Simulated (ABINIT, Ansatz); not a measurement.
# WS2 (Tungstenite): one start, several treatments of the self-energy, part 2 of 2

Wanted: the gap of WS2 (Tungstenite) under several approximations, with cost.

ABINIT 10.8.3; PBE and many-body steps on it, plane waves. Known limits of the many-body steps: not at the basis limit; no spin-orbit coupling; coarse k mesh.

So far. Step 5 (G0W0, Engel-Farid plasmon pole): Against G0W0 in ABINIT (6×6×1 mesh, 303 bands, screening to 176.9 eV, Godby-Needs plasmon pole), the gap moves by +0.032 eV. Step 6 (G0W0, von der Linden-Horsch plasmon pole): Against G0W0 in ABINIT (6×6×1 mesh, 303 bands, screening to 176.9 eV, Godby-Needs plasmon pole), the gap moves by +0.013 eV.

**7. One-shot COHSEX**

This step: one-shot COHSEX on PBE, plane waves, norm-conserving pseudopotentials.

File run.abi:

```
acell 3*1.0 Angstrom
rprim 
  3.153199999992 0.000000000002 0.000000000000
  -1.576599999998 2.730751303206 0.000000000000
  0.000000000000 0.000000000000 12.323000000000
ntypat 2
znucl 74 16
natom 6
typat 1 1 2 2 2 2
xred 
  0.333333333333 0.666666666667 0.250000000000
  0.666666666667 0.333333333333 0.750000000000
  0.333333333333 0.666666666667 0.622500000000
  0.666666666667 0.333333333333 0.122500000000
  0.333333333333 0.666666666667 0.877500000000
  0.666666666667 0.333333333333 0.377500000000
pp_dirpath "pseudos"
pseudos "W.upf, S.upf"
ecut 31
ngkpt 6 6 1
nshiftk 1
shiftk 0 0 0
kptopt 1
chksymbreak 0
istwfk *1
occopt 1
irdwfk 1
optdriver 4
nband 303
gwcalctyp 7
ecutsigx 31
symsigma 1
nkptgw 3
kptgw 
  0.0000000000 0.0000000000 0.0000000000
  0.1666666667 0.1666666667 0.0000000000
  0.3333333333 0.3333333333 0.0000000000
bdgw 
  25 28
  25 28
  25 28
ecuteps 6.5
irdscr 1
indata_prefix "in"
outdata_prefix "out"
tmpdata_prefix "tmp"
```

Launch:

```console
> OMP_NUM_THREADS=1 mpirun -n 8 abinit run.abi > log
```

The log of the run:

```text
.Version 10.8.3 of ABINIT. v10.8.2 released Aug 2026.

 Symmetries : space group P6_3/m m c (#194); Bravais hP (primitive hexag.)
[... echo of the input left out ...]
== DATASET  1 ==================================================================
-   mpi_nproc: 8, omp_nthreads: 1 (-1 if OMP is not activated)

--- !DatasetInfo
iteration_state: {dtset: 1, }
dimensions: {natom: 6, nkpt: 7, mband: 303, nsppol: 1, nspinor: 1, nspden: 1, mpw: 5929, }
cutoff_energies: {ecut:  31.0, pawecutdg:  -1.0, }
[...]
Band     E0 <VxcDFT>   SigX SigC(E0)      Z dSigC/dE  Sig(E)    E-E0       E
[...]
27  10.814 -16.363 -11.961  -6.261   1.000   0.000 -18.222  -1.858   8.955
       28  10.814 -16.363 -11.961  -6.261   1.000   0.000 -18.222  -1.858   8.955

== END DATASET(S) ==============================================================
================================================================================

 -outvars: echo values of variables after computation  --------
           etotal      0.0000000000E+00
            nband         303
             nkpt           7
          spgroup         194
 [... the other variables as echoed above ...]

 Calculation completed.
```

Wall time 4.7 s (8 MPI ranks of Arm Neoverse V2, shared host); peak memory 1.2 GiB; 37 s of CPU time.

Numbers from this step:

* quasiparticle gap on the points computed: 1.638 eV
* starting gap on the mesh: 0.9806 eV
* k of the valence top: 0, 0, 0
* k of the conduction bottom: 0.1667, 0.1667, 0
* least direct quasiparticle gap on the computed points: 2.541 eV

Against G0W0 in ABINIT (6×6×1 mesh, 303 bands, screening to 176.9 eV, Godby-Needs plasmon pole), the gap moves by +0.314 eV.

**8. One-shot Hartree-Fock**

This step: one-shot Hartree-Fock on PBE, plane waves, norm-conserving pseudopotentials.

run.abi: that of step 7 with these lines changed.

```diff
@@ -28,4 +28,4 @@
 optdriver 4
-nband 303
-gwcalctyp 7
+nband 30
+gwcalctyp 5
 ecutsigx 31
@@ -41,4 +41,4 @@
   25 28
-ecuteps 6.5
-irdscr 1
+ixc_sigma 40
+fftgw 31
 indata_prefix "in"
```

The log of the run:

```text
.Version 10.8.3 of ABINIT. v10.8.2 released Aug 2026.

 Symmetries : space group P6_3/m m c (#194); Bravais hP (primitive hexag.)
[... echo of the input left out ...]
== DATASET  1 ==================================================================
-   mpi_nproc: 8, omp_nthreads: 1 (-1 if OMP is not activated)

--- !DatasetInfo
iteration_state: {dtset: 1, }
dimensions: {natom: 6, nkpt: 7, mband: 30, nsppol: 1, nspinor: 1, nspden: 1, mpw: 5929, }
cutoff_energies: {ecut:  31.0, pawecutdg:  -1.0, }
[...]
Band     E0 <VxcDFT>   SigX SigC(E0)      Z dSigC/dE  Sig(E)    E-E0       E
[...]
27  10.814 -16.363 -11.961   0.000   1.000   0.000 -11.961   4.403  15.217
       28  10.814 -16.363 -11.961   0.000   1.000   0.000 -11.961   4.403  15.217

== END DATASET(S) ==============================================================
================================================================================

 -outvars: echo values of variables after computation  --------
           etotal      0.0000000000E+00
            nband          30
             nkpt           7
          spgroup         194
 [... the other variables as echoed above ...]

 Calculation completed.
```

Elapsed: 4 s, on 8 MPI ranks; peak memory 1 GiB; 31 s of CPU time.

Numbers from this step:

* quasiparticle gap on the points computed: 5.593 eV
* starting gap on the mesh: 0.9806 eV
* k of the valence top: 0, 0, 0
* k of the conduction bottom: 0.1667, 0.1667, 0
* least direct quasiparticle gap on the computed points: 6.776 eV

Against G0W0 in ABINIT (6×6×1 mesh, 303 bands, screening to 176.9 eV, Godby-Needs plasmon pole), the gap moves by +4.269 eV.

**9. Side by side**

Times are wall times on 8 MPI ranks of Arm Neoverse V2, shared host, good to a factor of about two. A run's time includes the screening step that it read.

```tsv
run	mesh	bands	screening cutoff (eV)	DFT gap (eV)	gap on the mesh (eV)	direct (eV)	ε∞ used	time
G0W0, Godby-Needs plasmon pole	6×6×1	303	176.9	0.981	1.324	2.395	13.51	4.3 min
G0W0, Engel-Farid plasmon pole	6×6×1	303	176.9	0.981	1.356	2.426	13.51	3.5 min
G0W0, von der Linden-Horsch plasmon pole	6×6×1	303	176.9	0.981	1.337	2.486	13.51	3.5 min
one-shot COHSEX	6×6×1	303	176.9	0.981	1.638	2.541	13.51	3.1 min
one-shot Hartree-Fock	6×6×1	-	-	0.981	5.593	6.776	-	4 s
```

**10. What came out**

```yaml
g0w0_godby_needs_plasmon_pole: 1.324 eV
g0w0_engel_farid_plasmon_pole: 1.356 eV
g0w0_von_der_linden_horsch_plasmon_pole: 1.337 eV
one_shot_cohsex: 1.638 eV
one_shot_hartree_fock: 5.593 eV
known_limits: not at the basis limit; no spin-orbit coupling; coarse k mesh
```

In words: G0W0, Engel-Farid plasmon pole: +0.032 eV against G0W0, Godby-Needs plasmon pole. G0W0, von der Linden-Horsch plasmon pole: +0.013 eV against G0W0, Godby-Needs plasmon pole. One-shot COHSEX: +0.314 eV against G0W0, Godby-Needs plasmon pole. One-shot Hartree-Fock: +4.269 eV against G0W0, Godby-Needs plasmon pole. Bare exchange alone opens the gap to 5.59 eV; against G0W0, correlation takes back 4.27 eV. Static COHSEX lies above G0W0: it lacks the factor Z and overstates the Coulomb hole of the filled states. Bands and cutoff are finite, so the gap is not at the basis limit. The miss can reach some tenths of an eV and take either sign; the mesh is an error of its own. In the G0W0 runs levels were corrected at 3 k points alone, so a gap called «on the mesh» is the least over those, and an edge elsewhere would be missed. The 6×6×1 mesh is coarse for this cell, which bears on the long-range parts of exchange and screening. The many-body steps are scalar-relativistic: spin-orbit coupling is not in them.

[Paths, hosts, dates, memory and timing lines, banners, echoed tables and standing remarks are left out of the program output.]

[Logs are printed without paths, hosts, clocks, repeated set-up lines and the standing remarks that a program may print on its own settings, such as how far it seeks lower states.]

[Runs of the session that timed out or met a known fault of the program may be left out.]

[Hosts, paths, dates, database ids (printed as entryN), source tags and the programs' standing remarks are cut or masked in the printed files.]

[G0W0 gaps are taken among the corrected bands and points alone; a level outside them can change the order at an edge.]

[Where Ansatz stands beside ABINIT at settings called matched, ABINIT's density can come from a denser mesh and the files from another edition; pairs whose starting gaps differed by over 0.03 eV were left out, so agreement reads better than it is.]
